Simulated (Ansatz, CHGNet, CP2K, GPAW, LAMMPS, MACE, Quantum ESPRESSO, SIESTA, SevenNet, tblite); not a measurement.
# Quantum ESPRESSO on glassy 69SiO2-19Al2O3-6SrO-6Li2O (mol %) (106 atoms): settings compared

How far do other settings of Quantum ESPRESSO move the forces in glassy 69SiO2-19Al2O3-6SrO-6Li2O (mol %) (106 atoms)? One run of the same program serves as the yardstick.

Program: Quantum ESPRESSO 7.5. Level of theory: the method is named at each step. Results are calculated unless marked as measured.

## Step 1: Set-up

The cell holds 106 atoms: 22 Si, 12 Al, 2 Sr, 4 Li and 66 O. Its edges and angles: a = 10.593 Å, b = 10.593 Å, c = 10.593 Å, α = 90.0°, β = 90.0°, γ = 90.0°. 106 atoms (22 Si, 12 Al, 2 Sr, 4 Li, 66 O) placed at random at 3.07 g/cm³, melted at 4000 K for 10 ps at fixed volume with the Morse and Coulomb pair potential with partial charges (Pedone, Malavasi, Menziani, Cormack and Segre, J. Phys. Chem. B 110, 11780 (2006)). Quenched from 4000 K to 300 K at 50 K/ps and fixed volume, held 5 ps.

The yardstick, on the same geometry:

```
method                                           : Kohn-Sham DFT, PBE, SSSP efficiency 1.3.0 pseudopotentials, plane waves (Quantum ESPRESSO 7.5); sssp-pbe-1.3.0-efficiency, cutoffs 60/480 Ry, Γ point
r.m.s. force component                           : 1.372 eV/Å
longest force                                    : 5.821 eV/Å
pressure                                         : 7.086 GPa
gap (highest filled to lowest empty level) : 3.29 eV
time                                             : 4.2 min on 4 MPI ranks of Arm Neoverse V1, shared host
CPU time                                         : 17 min
```

## Step 2: PBE, gbrv-1.5, 40/200 Ry

Method: Kohn-Sham DFT, PBE, GBRV 1.5 ultrasoft pseudopotentials, plane waves.

pw.in reads:

```
&control
  calculation = 'scf'
  pseudo_dir = './pseudo'
  outdir = './tmp'
  disk_io = 'none'
  tprnfor = .true.
  tstress = .true.
/
&system
  ibrav = 0
  nat = 106
  ntyp = 5
  ecutwfc = 40
  ecutrho = 200
  nosym = .true.
  occupations = 'smearing'
  smearing = 'fd'
  degauss = 0.003675
/
&electrons
  conv_thr = 5.3e-07
  electron_maxstep = 100
  mixing_beta = 0.4
  mixing_mode = 'plain'
  diagonalization = 'david'
/
ATOMIC_SPECIES
Si 28.085 Si.upf
Al 26.982 Al.upf
Sr 87.620 Sr.upf
Li 6.940 Li.upf
O 15.999 O.upf
CELL_PARAMETERS angstrom
10.59320 0.00000 0.00000
0.00000 10.59320 0.00000
0.00000 0.00000 10.59320
ATOMIC_POSITIONS crystal
Si 0.74727 0.68179 0.16106
Si 0.13317 0.38035 0.42581
Si 0.36192 0.91756 0.71849
Si 0.75252 0.97896 0.52865
Si 0.53450 0.56813 0.61881
Si 0.62049 0.16968 0.25414
Si 0.27253 0.45919 0.85625
Si 0.84509 0.47558 0.99851
Si 0.43804 0.71130 0.93241
Si 0.87164 0.30778 0.23130
Si 0.47196 0.92515 0.45376
Si 0.89451 0.45648 0.56162
Si 0.67349 0.50362 0.35373
Si 0.13975 0.09629 0.68531
Si 0.69056 0.76042 0.77594
Si 0.36723 0.19812 0.49808
Si 0.89968 0.05378 0.96424
Si 0.48555 0.37729 0.13729
Si 0.66363 0.95442 0.08992
Si 0.33066 0.08404 0.04943
Si 0.10738 0.86220 0.27904
Si 0.38432 0.85015 0.20339
Al 0.64476 0.24406 0.56034
Al 0.42138 0.21193 0.78870
Al 0.22289 0.60926 0.62034
Al 0.18359 0.46377 0.13236
Al 0.01407 0.62283 0.80252
Al 0.64259 0.07034 0.81462
Al 0.62180 0.38252 0.86153
Al 0.03506 0.71073 0.04975
Al 0.96790 0.73817 0.51432
Al 0.97669 0.09845 0.41846
Al 0.12773 0.22693 0.97559
Al 0.14000 0.89848 0.89320
Sr 0.90923 0.27071 0.74424
Sr 0.35805 0.60524 0.35086
Li 0.93398 0.87483 0.73366
Li 0.99583 0.58671 0.26894
Li 0.06234 0.11958 0.19048
Li 0.69913 0.73149 0.46513
O 0.37242 0.80532 0.82610
O 0.96561 0.22265 0.30842
O 0.37587 0.98994 0.16562
O 0.08958 0.00230 0.34132
O 0.79713 0.11004 0.86899
O 0.47986 0.26283 0.57061
O 0.99024 0.96036 0.87724
O 0.62162 0.91885 0.48722
O 0.38560 0.16838 0.94609
O 0.58644 0.70601 0.88471
O 0.53488 0.38748 0.99766
O 0.73457 0.56412 0.07116
O 0.41470 0.07176 0.44123
O 0.35059 0.44685 0.15950
O 0.09972 0.74548 0.89806
O 0.71468 0.10164 0.61012
[... 46 atom lines left out ...]
O 0.49852 0.23702 0.18638
O 0.69879 0.64088 0.30104
O 0.38515 0.60480 0.59984
O 0.36551 0.58114 0.90232
K_POINTS gamma
```

Started as:

```
OMP_NUM_THREADS=1 mpirun -np 2 pw.x -in pw.in > output.txt
```

Log:

```text
Program PWSCF
     gamma-point specific algorithms are used
     Parallelization info
     sticks:   dense  smooth     PW     G-vecs:    dense   smooth      PW
     Min        3188    2547    639               191788   136987   17227
     Max        3189    2550    642               191791   136990   17230
     Sum        6377    5097   1281               383579   273977   34457
     bravais-lattice index     =            0
     lattice parameter (alat)  =      20.0182  a.u.
     unit-cell volume          =    8021.9161 (a.u.)^3
     number of atoms/cell      =          106
     number of atomic types    =            5
     number of electrons       =       552.00
     number of Kohn-Sham states=          331
     kinetic-energy cutoff     =      40.0000  Ry
     charge density cutoff     =     200.0000  Ry
     scf convergence threshold =      5.3E-07
     mixing beta               =       0.4000
     number of iterations used =            8  plain     mixing
     Exchange-correlation= SLA  PW   PBE  PBE
                           (   1   4   3   4   0   0   0)
     crystal axes: (cart. coord. in units of alat)
               a(1) = (   1.000000   0.000000   0.000000 )
               a(2) = (   0.000000   1.000000   0.000000 )
               a(3) = (   0.000000   0.000000   1.000000 )
     reciprocal axes: (cart. coord. in units 2 pi/alat)
               b(1) = (  1.000000  0.000000  0.000000 )
               b(2) = (  0.000000  1.000000  0.000000 )
               b(3) = (  0.000000  0.000000  1.000000 )
     PseudoPot. # 1 for Si:
     Pseudo is Ultrasoft + core correction, Zval =  4.0
     PseudoPot. # 2 for Al:
     Pseudo is Ultrasoft + core correction, Zval =  3.0
     PseudoPot. # 3 for Sr:
     Pseudo is Ultrasoft + core correction, Zval = 10.0
     PseudoPot. # 4 for Li:
     Pseudo is Ultrasoft, Zval =  3.0
     PseudoPot. # 5 for O :
     Pseudo is Ultrasoft + core correction, Zval =  6.0
     atomic species   valence    mass     pseudopotential
     Si                4.00    28.08500     Si( 1.00)
     Al                3.00    26.98200     Al( 1.00)
     Sr               10.00    87.62000     Sr( 1.00)
     Li                3.00     6.94000     Li( 1.00)
     O                 6.00    15.99900     O ( 1.00)
     No symmetry found
   Cartesian axes
     number of k points=     1  Fermi-Dirac smearing, width (Ry)=  0.0037
                       cart. coord. in units 2pi/alat
        k(    1) = (   0.0000000   0.0000000   0.0000000), wk =   2.0000000
     Dense  grid:   191790 G-vectors     FFT dimensions: (  96,  96,  96)
     Smooth grid:   136989 G-vectors     FFT dimensions: (  81,  81,  81)
     Check: negative core charge=   -0.000002
     Initial potential from superposition of free atoms
     starting charge     550.0853, renormalised to     552.0000
     negative rho (up, down):  1.286E-01 0.000E+00
     Starting wfcs are  446 randomized atomic wfcs
     Self-consistent Calculation
     iteration #  1     ecut=    40.00 Ry     beta= 0.40
     negative rho (up, down):  1.294E-01 0.000E+00
     total energy              =   -2626.70921824 Ry
     estimated scf accuracy    <      26.54095940 Ry
     iteration #  2     ecut=    40.00 Ry     beta= 0.40
     negative rho (up, down):  1.310E-01 0.000E+00
     total energy              =   -2632.27199887 Ry
     estimated scf accuracy    <       0.91868813 Ry
     iteration #  3     ecut=    40.00 Ry     beta= 0.40
     negative rho (up, down):  1.330E-01 0.000E+00
     total energy              =   -2632.30335211 Ry
     estimated scf accuracy    <       0.33219962 Ry
     iteration #  4     ecut=    40.00 Ry     beta= 0.40
     negative rho (up, down):  1.337E-01 0.000E+00
     total energy              =   -2632.34086509 Ry
     estimated scf accuracy    <       0.04851100 Ry
     iteration #  5     ecut=    40.00 Ry     beta= 0.40
     negative rho (up, down):  1.336E-01 0.000E+00
     total energy              =   -2632.34209989 Ry
     estimated scf accuracy    <       0.00583578 Ry
     iteration #  6     ecut=    40.00 Ry     beta= 0.40
[...]
total energy              =   -2632.34424799 Ry
     estimated scf accuracy    <       0.00069417 Ry
     iteration #  7     ecut=    40.00 Ry     beta= 0.40
[...]
total energy              =   -2632.34444426 Ry
     estimated scf accuracy    <       0.00004628 Ry
     iteration #  8     ecut=    40.00 Ry     beta= 0.40
[...]
total energy              =   -2632.34446096 Ry
     estimated scf accuracy    <       0.00000898 Ry
     iteration #  9     ecut=    40.00 Ry     beta= 0.40
[...]
total energy              =   -2632.34446194 Ry
     estimated scf accuracy    <       0.00000204 Ry
     iteration # 10     ecut=    40.00 Ry     beta= 0.40
     negative rho (up, down):  1.335E-01 0.000E+00
     End of self-consistent calculation
          k = 0.0000 0.0000 0.0000 ( 17229 PWs)   bands (ev):
   -39.3164 -38.6929 -38.6242 -37.9890 -28.9993 -27.6985 -15.8663 -15.4799
   -15.4179 -15.0104 -14.9171 -14.8031 -14.6789 -14.5422 -14.5106 -14.4731
   -14.3443 -14.2240 -14.1323 -14.0873 -14.0029 -13.9116 -13.8846 -13.8099
   -13.7032 -13.6915 -13.6694 -13.6265 -13.5761 -13.5461 -13.4742 -13.4071
   -13.2965 -13.2564 -13.2074 -13.1673 -13.1251 -13.0700 -13.0260 -13.0214
   -12.9997 -12.9192 -12.8905 -12.8404 -12.8183 -12.7530 -12.7311 -12.6868
[...]
12.6741  12.7143  12.7654  12.8358  12.8754  12.9206  12.9457  13.0422
    13.0921  13.1312  13.2011  13.2611  13.2702  13.3159  13.3312  13.4242
    13.4759  13.5565  13.6193  13.6916  13.7312  13.7580  13.8527  13.8670
    13.9441  14.0145  14.0379
     the Fermi energy is     6.8944 ev
!    total energy              =   -2632.34446270 Ry
     estimated scf accuracy    <       0.00000015 Ry
     smearing contrib. (-TS)   =      -0.00000000 Ry
     internal energy E=F+TS    =   -2632.34446270 Ry
     The total energy is F=E-TS. E is the sum of the following terms:
     one-electron contribution =    -972.29943894 Ry
     hartree contribution      =     808.57501509 Ry
     xc contribution           =    -693.17502482 Ry
     ewald contribution        =   -1775.44501402 Ry
     convergence has been achieved in  10 iterations
     negative rho (up, down):  1.335E-01 0.000E+00
     Forces acting on atoms (cartesian axes, Ry/au):
     atom    1 type  1   force =     0.01969145    0.04466760   -0.03190815
     atom    2 type  1   force =     0.10481933    0.04461429    0.01294569
     atom    3 type  1   force =     0.02650003    0.03684889    0.04615662
     atom    4 type  1   force =     0.09470471    0.03973063   -0.08232512
     atom    5 type  1   force =     0.04425950    0.03694980    0.05379192
     atom    6 type  1   force =     0.05336005    0.10185251    0.02450023
[...]
atom  104 type  5   force =     0.01440708    0.11563559    0.04926796
     atom  105 type  5   force =     0.04223521    0.00585516   -0.02613063
     atom  106 type  5   force =    -0.02184040   -0.05871945    0.02537310
     Total force =     0.941440     Total SCF correction =     0.000839
     Computing stress (Cartesian axis) and pressure
     negative rho (up, down):  1.335E-01 0.000E+00
          total   stress  (Ry/bohr**3)                   (kbar)     P=       72.46
   0.00042118   0.00014385   0.00015009           61.96       21.16       22.08
   0.00014385   0.00063820  -0.00014680           21.16       93.88      -21.60
   0.00015009  -0.00014680   0.00041841           22.08      -21.60       61.55
     Message from routine punch:
     Nothing written, as per user request (disk_io='none')
```

Wall time 3.2 min (2 MPI ranks of Arm Neoverse V1, shared host); peak memory 1.5 GiB; 6.3 min of CPU time.

Banners, paths, timers and routine set-up lines are dropped from the logs unmarked, and long logs keep their key lines alone; longer cuts are marked.

Against the reference:

```
r.m.s. force component                           : 1.357 eV/Å
r.m.s. difference of force components            : 29.5 meV/Å
longest difference of force vectors              : 124.8 meV/Å
force difference over r.m.s. force               : 2.15 %
slope of forces against the reference's          : 0.9891
correlation of force components                  : 0.9998
gap (highest filled to lowest empty level) : 3.305 eV
gap difference                                   : 0.0147 eV
pressure                                         : 7.246 GPa
pressure difference                              : 0.16 GPa
```

Length of the force difference by element (eV/Å):

```tsv
element	atoms	mean	most
Al	12	0.025	0.054
Li	4	0.0044	0.0049
O	66	0.049	0.12
Si	22	0.045	0.085
Sr	2	0.0072	0.0094
```

Levels nearest the highest filled one (eV from it): -1.02, -0.98, -0.86, -0.82, -0.81, -0.72, -0.64, -0.47, -0.42, -0.41, -0.03, 0.00, 3.30, 4.35, 4.61, 4.69, 4.85, 5.19, 5.23, 5.40, 5.44, 5.60, 5.77, 5.80.

Local excerpt of 9 atoms (numbers count through the whole input) about Sr35, one of the 2 Sr atoms; x, y, z are measured from there.

```tsv
atom	x	y	z	distance (Å)	bonds	Fx	Fy	Fz (eV/Å)
Sr35	0.00	0.00	0.00	0.00	7	-0.29	-1.02	0.64
O45	-1.19	-1.70	1.32	2.46	3	0.23	1.30	-1.33
O101	-1.46	0.99	-1.73	2.47	3	-0.04	-0.55	0.03
O100	0.40	2.40	-0.47	2.47	3	0.02	-0.49	1.02
O99	2.20	-0.90	0.73	2.49	3	-0.24	-0.23	-1.28
O64	-1.39	1.32	1.62	2.50	3	0.34	-1.29	-1.67
Si12	-0.16	1.97	-1.93	2.76	4	-0.03	0.59	0.90
O88	1.24	-1.92	-1.62	2.81	3	-2.20	0.17	-1.22
O73	1.08	0.91	-2.43	2.81	3	-0.81	-0.73	-0.26
```

Forces lie 2.1 % from the reference's, at 0.38 times its CPU time (on 2 against 4 cores).

## Step 3: What came out

* force difference from the reference: QE PBE, gbrv-1.5, 40/200 Ry, 2.1 %
* its CPU time: 6.3 min

In words: PBE on plane waves or a grid with other potentials, cutoffs or grids differs from the reference by 2.1 % (QE PBE, gbrv-1.5, 40/200 Ry) of the r.m.s. force; this holds the reference's own error, so differences of a few per cent don't tell which side is nearer the exact PBE result. One electronic-structure run takes under half the reference's CPU time: QE PBE, gbrv-1.5, 40/200 Ry, at 2.1 % in 6.3 min against 17 min. PBE gaps agree with the reference's 3.29 eV within 0.015 eV. The reference's pressure holds the uncorrected Pulay stress of its 60 Ry basis, so small pressure differences, and their order, may be the reference's own error. The quench rate of 50 K/ps is many orders above laboratory rates, so the cell is likely richer in defects and strain than a real sample. The network of bonds at the start is that of the classical potential that made the cell, and needn't be the one that DFT or experiment would give. The reference's stress is far from hydrostatic: its diagonal is 6.0, 9.2, 6.0 GPa, compression counted positive. The electronic-structure runs sample only Γ, in a cell whose shortest periodic width is 11 Å.

[Also dropped from logs without a mark: logging warnings of Python, and SIESTA's first energy breakdown and zero terms.]

[Logs are printed without paths, hosts, clocks, repeated set-up lines and the standing remarks that a program may print on its own settings, such as how far it seeks lower states.]

[Hosts, paths, dates, database ids (printed as entryN), source tags and the programs' standing remarks are cut or masked in the printed files.]
